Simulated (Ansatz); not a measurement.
# GeWAu in the AlB2 type: lattice stability ahead of a resistivity run

Question: is the lattice of GeWAu in the AlB2 type stable, and if so, what are its coupling constant and resistivity?

Program: Ansatz 0.2.0. Level of theory: DFT PBEsol, scalar-relativistic, plane waves, PAW; PAW set soft_1. Results are calculated unless marked as measured.

The structure was built from a prototype and need not be the compound's stable phase.

### 1. Set-up

Symmetry: P-6m2, No. 187, hexagonal system. The conventional cell has a = 3.934 Å, b = 3.934 Å, c = 4.131 Å, α = 90.00°, β = 90.00°, γ = 120.00°. Nearest to W lie 6 Au at 3.07 Å and 6 Ge at 3.07 Å. Nearest to Ge lie 3 Au at 2.27 Å and 6 W at 3.07 Å. Au has 3 Ge at 2.27 Å and 6 W at 3.07 Å nearest. Farther neighbours are not listed.

### 2. Quick single point

A single point on a coarse mesh shows the starting pressure, whether the crystal is a metal and what a step costs.

input.yaml reads:

```yaml
crystal:
  lattice:
    - [3.93384, 0.0, 0.0]
    - [-1.96692, 3.4068, 0.0]
    - [0.0, 0.0, 4.13053]
  atoms:
    - { symbol: W, position: [0.0, 0.0, 0.0] }
    - { symbol: Ge, position: [0.33333333, 0.66666667, 0.5] }
    - { symbol: Au, position: [0.66666667, 0.33333333, 0.5] }
kpoints:
  mp_grid: { grid: [6, 6, 4] }
hamiltonian:
  xc: pbesol
  pseudopotentials: { kind: paw, azcp: { folder: soft_1 }, xc_functional: pbe }
scf:
  occupations: { method: gaussian, width: 0.1 }
output:
  forces: true
  stress: true
  eigenvalues: true
```

Started as:

```
$ ansatz run input.yaml --threads 4 --pin off --max-ram 12288MiB --backend cpu --events-out ev --progress --plain --runs-dir out
```

Numbers of over 12 decimals in the logs are rounded to 6 here.

Output:

```text
[the first part of the log is left out]
Entropy (-TS):   -0.015883 eV (-5.294 meV/atom)
Fermi energy:    16.754309 eV
--- Per-component energies (eV) ---
  E_band       = -529.218713
  E_kinetic    = 1088.293637
  E_local      = -4970.474219  (includes V_loc(G=0)·N_el)
  E_nonlocal   = 298.331144
  E_hartree    = 2231.480141
  E_xc         = -548.872526
  E_vxc        = -554.716576  (∫ρ·V_xc dr)
  E_paw        = -20013.729785  (= ΣΔE_a)
  E_vpaw       = -853.616058  (= ΣTr[D̂ρ^β])
  E_aug_tail   = 0.001778  (compensation charges beyond the density's cutoff)
  E_ewald      = -5602.489275
  E_core_change = 1.449323  (= ΣΔE_core)
  E_smearing   = -0.015883  (= −TS)
  E_closure    = 0.000000  (closes the sum)
  Σ components = -27516.025666   (vs F -27516.025666, Δ=0.00e0)
--- Forces (eV/Å), atoms counted from 1 ---
  atom   1  W     -0.00000000     0.00000000    -0.00000000
  atom   2  Ge    -0.00000000     0.00000000    -0.00000000
  atom   3  Au     0.00000000    -0.00000000     0.00000000
  max |Σ_I F_I| component: 1.85e-16 eV/Å
--- Stress (GPa, compression-positive) ---
        8.423459       0.000000      -0.000000
       -0.000000       8.423459      -0.000000
       -0.000000      -0.000000     -24.991127
  P = ⅓ Tr σ = -2.7147 GPa (-27.147 kbar)
--- Band table (eV; the first three rows and the last of 21) ---
  k-point 0: bands = ["-90.8756", "-58.0628", "-42.3148", "-42.3148", "-41.9377", "-22.2012", "-22.1686", "-22.1686", "-8.5873", "-8.5873", "-8.5643", "-8.5347", "-8.5347", "3.9834", "8.9420", "8.9420", "10.0906", "10.8152", "10.8152", "14.8110", "15.1638", "15.2074", "15.2074", "16.6163", "16.6163", "18.1428", "21.2616", "21.3184", "21.3184"]
  k-point 1: bands = ["-90.8756", "-58.0627", "-42.3147", "-42.3147", "-41.9379", "-22.2071", "-22.1683", "-22.1683", "-8.5875", "-8.5875", "-8.5626", "-8.5350", "-8.5350", "4.3195", "8.8825", "8.8825", "10.1724", "10.7232", "10.7232", "12.7609", "15.5315", "15.5315", "15.8005", "16.6831", "16.6831", "19.3948", "20.5605", "20.5605", "22.9171"]
  k-point 2: bands = ["-90.8755", "-58.0627", "-42.3147", "-42.3147", "-41.9382", "-22.2130", "-22.1681", "-22.1681", "-8.5878", "-8.5878", "-8.5608", "-8.5353", "-8.5353", "4.7258", "8.8320", "8.8320", "10.0928", "10.6153", "10.6153", "11.6737", "16.3128", "16.3128", "16.3617", "16.3617", "16.3670", "19.7872", "19.7872", "19.9640", "21.6688"]
  k-point 20: bands = ["-90.8753", "-58.0621", "-42.3176", "-42.3163", "-41.9381", "-22.2080", "-22.1852", "-22.1840", "-8.6209", "-8.6097", "-8.5443", "-8.5403", "-8.5323", "6.3298", "9.3886", "9.8595", "10.1294", "10.1765", "11.6077", "11.7507", "12.7790", "14.3033", "14.6696", "16.9899", "17.9743", "17.9886", "18.7926", "18.8299", "19.3233"]
```

It took 1.4 s on 4 threads of Arm Neoverse V2, shared host; peak memory 0.37 GiB; 4.3 s of CPU time.

Numbers from this step:

| Quantity | Value |
| --- | --- |
| pressure | -2.715 GPa |
| volume per atom | 18.45 Å³/atom |
| metallic on mesh | yes |
| gap on the k-mesh | 0 eV |

The start is at -2.7 GPa on this mesh and has no gap.

### 3. Relaxation

The structure is brought to rest under this functional.

Changes to input.yaml since step 2:

```diff
@@ -10,3 +10,3 @@
 kpoints:
-  mp_grid: { grid: [6, 6, 4] }
+  mp_grid: { grid: [9, 9, 8] }
 hamiltonian:
@@ -20 +20,6 @@
   eigenvalues: true
+relax:
+  adjacent_minimum: "off"
+  f_tol: 0.005
+  max_steps: 80
+  cell: { stress_tol: 0.05 }
```

Output:

```text
[...]
Crystal: 3 atoms, lattice volume = 55.357 Å³
Basis set: ecut = 420 eV, 1105 PW (Γ), exchange–correlation on 54×54×60 points (8 copies of the dense FFT grid, shifted against one another)
Bands: 29, of which v1, the nominal top of the filled ones, is band 24 counted from 1 (23 counted from 0)
Symmetry: 12 space group operations
[...]
k-points: 60 of 648 (time reversal used)
[...]
SCF iter   1: F=—  HF=-27519.561977 eV  |F-HF|=—  |Δ(HF+E_count)|=         —  Δρ=1.45e-1  dr2=1.76e1  ethr=3.10e-3  ⟨swp⟩=5.2  Hψ=6207  notcnv=0
[...]
SCF iter  10: F=-27516.034303 eV  HF=-27516.034303 eV  |F-HF|=5.53e-9  |Δ(HF+E_count)|=   2.39e-8  Δρ=3.01e-6  dr2=7.41e-9  ethr=2.13e-10  ⟨swp⟩=6.0  Hψ=6176  notcnv=0
SCF 1 converged in 10 iterations: F = -27516.034303 eV  dr2 = 7.41e-9
[...]
relax step   1: F+E_penalty+E_count = -27516.03430264 eV  Δ(F+E_penalty+E_count) = +0.000e0 eV  max|allowed force component| = 2.467e-16 eV/Å  Δτ_max = 0.0000 Å  P = -2.746 GPa  Ω = 55.357 Å³  (10 SCF iters, dr2 threshold 1.00e-7 eV, accepted)
Crystal: 3 atoms, lattice volume = 53.876 Å³
Basis set: ecut = 420 eV, 1057 PW (Γ), exchange–correlation on 54×54×60 points (8 copies of the dense FFT grid, shifted against one another)
[...]
iter 1 solved again at ethr=4.13e-5 eV; its pass at ethr=3.10e-3 eV (dr2=1.94e-2 eV) is discarded
[...]
SCF iter   7: F=-27516.499175 eV  HF=-27516.499175 eV  |F-HF|=2.42e-8  |Δ(HF+E_count)|=   1.12e-7  Δρ=6.91e-6  dr2=4.19e-8  ethr=6.38e-10  ⟨swp⟩=4.5  Hψ=5892  notcnv=0
SCF 2 converged in 7 iterations: F = -27516.499175 eV  dr2 = 4.19e-8
relax step   2: F+E_penalty+E_count = -27516.49917490 eV  Δ(F+E_penalty+E_count) = -4.649e-1 eV  max|allowed force component| = 7.401e-17 eV/Å  Δτ_max = 0.0000 Å  P = -2.658 GPa  Ω = 53.876 Å³  energy of the carried Pulay correction = +5.624e-4 eV  (7 SCF iters, dr2 threshold 3.00e-7 eV, accepted)
Crystal: 3 atoms, lattice volume = 52.372 Å³
Basis set: ecut = 420 eV, 1009 PW (Γ), exchange–correlation on 54×54×60 points (8 copies of the dense FFT grid, shifted against one another)
[...]
SCF iter   7: F=-27516.920354 eV  HF=-27516.920354 eV  |F-HF|=2.84e-8  |Δ(HF+E_count)|=   1.68e-7  Δρ=8.62e-6  dr2=5.39e-8  ethr=6.38e-10  ⟨swp⟩=4.9  Hψ=6605  notcnv=0
SCF 3 converged in 7 iterations: F = -27516.920354 eV  dr2 = 5.39e-8
relax step   3: F+E_penalty+E_count = -27516.92035355 eV  Δ(F+E_penalty+E_count) = -4.212e-1 eV  max|allowed force component| = 8.018e-17 eV/Å  Δτ_max = 0.0000 Å  P = -2.162 GPa  Ω = 52.372 Å³  energy of the carried Pulay correction = +1.152e-3 eV  (7 SCF iters, dr2 threshold 3.00e-7 eV, accepted)
[... from here on, the SCF cycles and remarks between the steps are left out ...]
relax step   4: F+E_penalty+E_count = -27517.31449997 eV  Δ(F+E_penalty+E_count) = -3.941e-1 eV  max|allowed force component| = 4.934e-17 eV/Å  Δτ_max = 0.0000 Å  P = -0.769 GPa  Ω = 50.669 Å³  energy of the carried Pulay correction = +1.850e-3 eV  (7 SCF iters, dr2 threshold 3.00e-7 eV, accepted)
relax step   5: F+E_penalty+E_count = -27517.66732096 eV  Δ(F+E_penalty+E_count) = -3.528e-1 eV  max|allowed force component| = 5.860e-17 eV/Å  Δτ_max = 0.0000 Å  P = -1.128 GPa  Ω = 49.531 Å³  energy of the carried Pulay correction = +2.310e-3 eV  (7 SCF iters, dr2 threshold 3.00e-7 eV, accepted)
relax step   6: F+E_penalty+E_count = -27517.89750513 eV  Δ(F+E_penalty+E_count) = -2.302e-1 eV  max|allowed force component| = 8.018e-17 eV/Å  Δτ_max = 0.0000 Å  P = +3.557 GPa  Ω = 47.595 Å³  energy of the carried Pulay correction = +3.163e-3 eV  (7 SCF iters, dr2 threshold 3.00e-7 eV, accepted)
relax step   7: F+E_penalty+E_count = -27518.29569119 eV  Δ(F+E_penalty+E_count) = -3.982e-1 eV  max|allowed force component| = 8.866e-17 eV/Å  Δτ_max = 0.0000 Å  P = -3.152 GPa  Ω = 48.343 Å³  energy of the carried Pulay correction = +2.744e-3 eV  (6 SCF iters, dr2 threshold 3.00e-7 eV, accepted)
relax step   8: F+E_penalty+E_count = -27518.42986575 eV  Δ(F+E_penalty+E_count) = -1.342e-1 eV  max|allowed force component| = 1.025e-16 eV/Å  Δτ_max = 0.0000 Å  P = +6.698 GPa  Ω = 46.139 Å³  energy of the carried Pulay correction = +3.748e-3 eV  (6 SCF iters, dr2 threshold 3.00e-7 eV, accepted)
relax step   9: F+E_penalty+E_count = -27518.34466878 eV  Δ(F+E_penalty+E_count) = +8.520e-2 eV  max|allowed force component| = 1.049e-16 eV/Å  Δτ_max = 0.0000 Å  P = -9.374 GPa  Ω = 50.284 Å³  energy of the carried Pulay correction = +1.776e-3 eV  (6 SCF iters, dr2 threshold 3.00e-7 eV, rejected (line search))
relax step  10: F+E_penalty+E_count = -27518.45678973 eV  Δ(F+E_penalty+E_count) = -2.692e-2 eV  max|allowed force component| = 8.172e-17 eV/Å  Δτ_max = 0.0000 Å  P = +0.094 GPa  Ω = 47.535 Å³  energy of the carried Pulay correction = +3.071e-3 eV  (9 SCF iters, accepted)
relax step  11: F+E_penalty+E_count = -27518.41323394 eV  Δ(F+E_penalty+E_count) = +4.356e-2 eV  max|allowed force component| = 5.705e-17 eV/Å  Δτ_max = 0.0000 Å  P = -0.742 GPa  Ω = 47.662 Å³  energy of the carried Pulay correction = +3.039e-3 eV  (6 SCF iters, dr2 threshold 3.00e-7 eV, rejected (line search))
relax step  12: F+E_penalty+E_count = -27518.45735817 eV  Δ(F+E_penalty+E_count) = -5.684e-4 eV  max|allowed force component| = 1.958e-16 eV/Å  Δτ_max = 0.0000 Å  P = +0.017 GPa  Ω = 47.532 Å³  energy of the carried Pulay correction = +3.075e-3 eV  (8 SCF iters, accepted)
relax step  13: F+E_penalty+E_count = -27518.45738140 eV  Δ(F+E_penalty+E_count) = -2.323e-5 eV  max|allowed force component| = 1.261e-16 eV/Å  Δτ_max = 0.0000 Å  P = -0.002 GPa  Ω = 47.532 Å³  energy of the carried Pulay correction = +3.076e-3 eV  (6 SCF iters, dr2 threshold 7.23e-8 eV, accepted)
relax step  14: F+E_penalty+E_count = -27518.46797773 eV  Δ(F+E_penalty+E_count) = -1.060e-2 eV  max|allowed force component| = 9.753e-17 eV/Å  Δτ_max = 0.0000 Å  P = +0.317 GPa  Ω = 47.532 Å³  stress off target by 5.11e-1 GPa  SCF on the basis re-selected at this cell (its energy is not comparable with the rows above)  (6 SCF iters)
relax step  15: F+E_penalty+E_count = -27518.46819581 eV  Δ(F+E_penalty+E_count) = -2.181e-4 eV  max|allowed force component| = 6.168e-17 eV/Å  Δτ_max = 0.0000 Å  P = +0.003 GPa  Ω = 47.621 Å³  energy of the carried Pulay correction = -3.905e-5 eV  (6 SCF iters, dr2 threshold 3.00e-7 eV, accepted)
[...]
SCF iter   7: F=-27518.468234 eV  HF=-27518.468234 eV  |F-HF|=7.28e-12  |Δ(HF+E_count)|=  3.64e-12  Δρ=1.21e-9  dr2=5.25e-16  ethr=1.00e-12  ⟨swp⟩=2.1  Hψ=4679  notcnv=0
SCF 16 converged in 7 iterations: F = -27518.468234 eV  dr2 = 5.25e-16
relax step  16: F+E_penalty+E_count = -27518.46823415 eV  Δ(F+E_penalty+E_count) = -3.834e-5 eV  max|allowed force component| = 5.243e-17 eV/Å  Δτ_max = 0.0000 Å  P = +0.003 GPa  Ω = 47.621 Å³  stress off target by 2.54e-2 GPa  SCF on the basis re-selected at this cell (its energy is not comparable with the rows above)  (7 SCF iters)
[...]
SCF converged after 7 iterations
Free energy (F): -27518.468234 eV
[...]
Internal energy: -27518.456675 eV  (E = F + TS)
E sigma→0 (E₀):  -27518.462455 eV
Entropy (-TS):   -0.011559 eV (-3.853 meV/atom)
Fermi energy:    19.876970 eV
[...]
--- Stress (GPa, compression-positive) ---
        0.017213      -0.000000      -0.000000
       -0.000000       0.017213      -0.000000
       -0.000000      -0.000000      -0.025429
  P = ⅓ Tr σ = 0.0030 GPa (0.030 kbar)
--- Band table (eV; the first three rows and the last of 60) ---
  k-point 0: bands = [... 20 lower, 16.2991, 16.2991, 18.5965, 21.9835, 21.9835, 22.4785, 22.4785, 25.0803, ... 1 higher]
  k-point 1: bands = [... 20 lower, 16.9601, 16.9601, 18.8401, 20.6397, 20.6397, 23.4394, 23.9046, 23.9046, ... 1 higher]
  k-point 2: bands = [... 20 lower, 17.9131, 17.9131, 19.2861, 19.4452, 19.4452, 21.0752, 24.2104, 24.2104, ... 1 higher]
  k-point 59: bands = [... 20 lower, 17.8674, 18.0835, 18.1435, 20.4939, 20.8038, 21.2484, 21.7977, 22.8583, ... 1 higher]
--- Relaxed structure (14 steps of the walk, 12 accepted, 2 SCFs on fresh bases) ---
  F+E_penalty+E_count = -27518.46823415 eV   max|allowed force component| = 5.243e-17 eV/Å   (the final SCF, on the basis selected at the relaxed cell)
  cell:  # Å, volume = 47.6206 Å³
    - [4.483879, 3.0533474863679884e-17, 1.4415086685505703e-17]
    - [-2.241940, 3.883153, -7.207543342752845e-18]
    - [1.5135845629830867e-17, 0, 2.734996]
  atoms:
    - { symbol: W, position: [0, 0, 0] }
    - { symbol: Ge, position: [0.333333, 0.666667, 0.5] }
    - { symbol: Au, position: [0.666667, 0.333333, 0.5] }
```

Elapsed: 42 s, on 4 threads; peak memory 0.46 GiB.

Step by step:

```tsv
step	energy less that of the first step (eV)	largest force component (eV/Å)	pressure (GPa)	volume (Å³)
1	0.0000	0.0000	-2.75	55.36
2	-0.4649	0.0000	-2.66	53.88
3	-0.8861	0.0000	-2.16	52.37
4	-1.2802	0.0000	-0.77	50.67
5	-1.6330	0.0000	-1.13	49.53
6	-1.8632	0.0000	3.56	47.59
7	-2.2614	0.0000	-3.15	48.34
8	-2.3956	0.0000	6.70	46.14
9	-2.3104	0.0000	-9.37	50.28
10	-2.4225	0.0000	0.09	47.54
11	-2.3789	0.0000	-0.74	47.66
12	-2.4231	0.0000	0.02	47.53
13	-2.4231	0.0000	0.00	47.53
14*	-2.4337	0.0000	0.32	47.53
15	-2.4339	0.0000	0.00	47.62
16*	-2.4339	0.0000	0.00	47.62
```

Relaxation steps marked * repeat the geometry before them on a plane-wave basis chosen anew for their cell, so energy and pressure can jump there. Relaxation steps 9, 11 were tried and not accepted.

Forces are held to the 12 operations that the run works with; a distortion that breaks them can't arise in this run.

```tsv
cell as run	before	after	change
a (Å)	3.934	4.484	+14.0 %
b (Å)	3.934	4.484	+14.0 %
c (Å)	4.131	2.735	-33.8 %
volume (Å³/atom)	18.45	15.87	-14.0 %
```

Final coordinates:

```xyz
3
Lattice="4.4839 0.0000 0.0000 -2.2419 3.8832 0.0000 0.0000 0.0000 2.7350" Properties=species:S:1:pos:R:3 pbc="T T T"
W     0.0000    0.0000    0.0000
Ge    0.0000    2.5888    1.3675
Au    2.2419    1.2944    1.3675
```

Numbers from this step:

```
pressure        : 0.002999 GPa
volume per atom : 15.87 Å³/atom
```

The largest force is now zero by symmetry and the largest stress component 0.025 GPa.

### 4. Relaxation

The cell moved far, so the relaxation is started again from the new cell to confirm it.

input.yaml, the sections that differ from step 3:

```yaml
crystal:
  lattice:
    - [4.4838790812, 0.0, 0.0]
    - [-2.2419395406, 3.8831531918, 0.0]
    - [0.0, 0.0, 2.734996066]
  atoms:
    - { symbol: W, position: [0.0, 0.0, 0.0] }
    - { symbol: Ge, position: [0.3333333333, 0.6666666667, 0.5] }
    - { symbol: Au, position: [0.6666666667, 0.3333333333, 0.5] }
kpoints:
  mp_grid: { grid: [9, 9, 10] }
# hamiltonian, scf, output, relax: as in step 3
```

Output:

```text
[the first part of the log is left out]
  E_paw        = -20014.210463  (= ΣΔE_a)
  E_vpaw       = -854.468316  (= ΣTr[D̂ρ^β])
  E_aug_tail   = 0.001764  (compensation charges beyond the density's cutoff)
  E_ewald      = -6143.165322
  E_core_change = 1.449323  (= ΣΔE_core)
  E_smearing   = -0.013582  (= −TS)
  E_closure    = 0.000000  (closes the sum)
  Σ components = -27518.457111   (vs F -27518.457111, Δ=0.00e0)
[...]
--- Stress (GPa, compression-positive) ---
        0.006033       0.000000       0.000000
        0.000000       0.006033       0.000000
        0.000000       0.000000       0.014056
  P = ⅓ Tr σ = 0.0087 GPa (0.087 kbar)
--- Band table (eV; the first three rows and the last of 72) ---
[...]
--- Relaxed structure (2 steps of the walk, 2 accepted, 1 SCFs on fresh bases) ---
[...]
cell:  # Å, volume = 47.6286 Å³
    - [4.485419, 0.0, 0.0]
    - [-2.242710, 3.884487, 0.0]
    - [0.0, 0.0, 2.733577]
  atoms:
    - { symbol: W, position: [0, 0, 0.0] }
    - { symbol: Ge, position: [0.333333, 0.666667, 0.500000] }
    - { symbol: Au, position: [0.666667, 0.333333, 0.500000] }
```

Run time: 8.3 s. Hardware: 4 threads; peak memory 0.47 GiB.

Little changed from the start: no atom moved by 0.005 Å and no cell edge by 0.1 %.

Numbers from this step:

```yaml
pressure: 0.008707 GPa
volume_per_atom: 15.88 Å³/atom
```

The largest force is now zero by symmetry and the largest stress component 0.014 GPa.

### 5. Relaxing tightly for phonons

No force is left; the cell is relaxed once more with another smearing and tight thresholds.

input.yaml, the sections that differ from step 4:

```yaml
crystal:
  lattice:
    - [4.4854192309, 0.0, 0.0]
    - [-2.2427096155, 3.8844870006, 0.0]
    - [0.0, 0.0, 2.7335767402]
  atoms:
    - { symbol: W, position: [0.0, 0.0, 0.0] }
    - { symbol: Ge, position: [0.3333333333, 0.6666666667, 0.5] }
    - { symbol: Au, position: [0.6666666667, 0.3333333333, 0.5] }
kpoints:
  mp_grid: { grid: [9, 9, 9] }
scf:
  occupations: { method: methfessel_paxton, width: 0.2 }
relax:
  adjacent_minimum: "off"
  f_tol: 0.001
  max_steps: 60
  cell: { stress_tol: 0.01 }
# hamiltonian, output: as in step 4
```

Output:

```text
[the first part of the log is left out]
  E_paw        = -20014.097855  (= ΣΔE_a)
  E_vpaw       = -854.280993  (= ΣTr[D̂ρ^β])
  E_aug_tail   = 0.001761  (compensation charges beyond the density's cutoff)
  E_ewald      = -6142.835454
  E_core_change = 1.449323  (= ΣΔE_core)
  E_smearing   = 0.000348  (= −TS)
  E_closure    = 0.000000  (closes the sum)
  Σ components = -27518.472116   (vs F -27518.472116, Δ=0.00e0)
[...]
--- Stress (GPa, compression-positive) ---
       -0.001125       0.000000       0.000000
        0.000000      -0.001125      -0.000000
        0.000000      -0.000000      -0.001246
  P = ⅓ Tr σ = -0.0012 GPa (-0.012 kbar)
--- Band table (eV; the first three rows and the last of 60) ---
[...]
--- Relaxed structure (4 steps of the walk, 3 accepted, 1 SCFs on fresh bases) ---
[...]
cell:  # Å, volume = 47.6385 Å³
    - [4.490602, 2.8900795935215097e-11, 0]
    - [-2.245301, 3.888976, 0]
    - [0, 0, 2.727833]
  atoms:
    - { symbol: W, position: [0, 0, 0] }
    - { symbol: Ge, position: [0.333333, 0.666667, 0.500000] }
    - { symbol: Au, position: [0.666667, 0.333333, 0.500000] }
```

Wall time 10 s (4 threads); peak memory 0.45 GiB.

The steps of the relaxation:

```tsv
step	energy less that of the first step (eV)	largest force component (eV/Å)	pressure (GPa)	volume (Å³)
1	0.0000	0.0000	-0.05	47.63
2	-0.0002	0.0000	0.23	47.59
3	0.0000	0.0000	-0.39	47.74
4	-0.0002	0.0000	0.00	47.64
5	-0.0002	0.0000	0.00	47.64
```

The log counts 1 steps on a newly chosen plane-wave basis, not all of them marked here; energy and pressure can jump at such steps. Relaxation step 3 was tried and not accepted.

```tsv
conventional cell, symmetrised	before	after	change
a (Å)	4.485	4.491	+0.1 %
b (Å)	4.485	4.491	+0.1 %
c (Å)	2.734	2.728	-0.2 %
volume (Å³/atom)	15.88	15.88	+0.0 %
```

Final coordinates:

```xyz
3
Lattice="4.4906 0.0000 0.0000 -2.2453 3.8890 0.0000 0.0000 0.0000 2.7278" Properties=species:S:1:pos:R:3 pbc="T T T"
W     0.0000    0.0000    0.0000
Ge    0.0000    2.5927    1.3639
Au    2.2453    1.2963    1.3639
```

Numbers from this step:

```yaml
pressure: -0.001165 GPa
```

The largest force is now zero by symmetry and the largest stress component 0.0012 GPa, small enough for phonons.

(Continued in part 2 of 3.)

[Logs are printed without paths, hosts, clocks, repeated set-up lines and the standing remarks that a program may print on its own settings, such as how far it seeks lower states.]

[Hosts, paths, dates, database ids (printed as entryN), source tags and the programs' standing remarks are cut or masked in the printed files.]
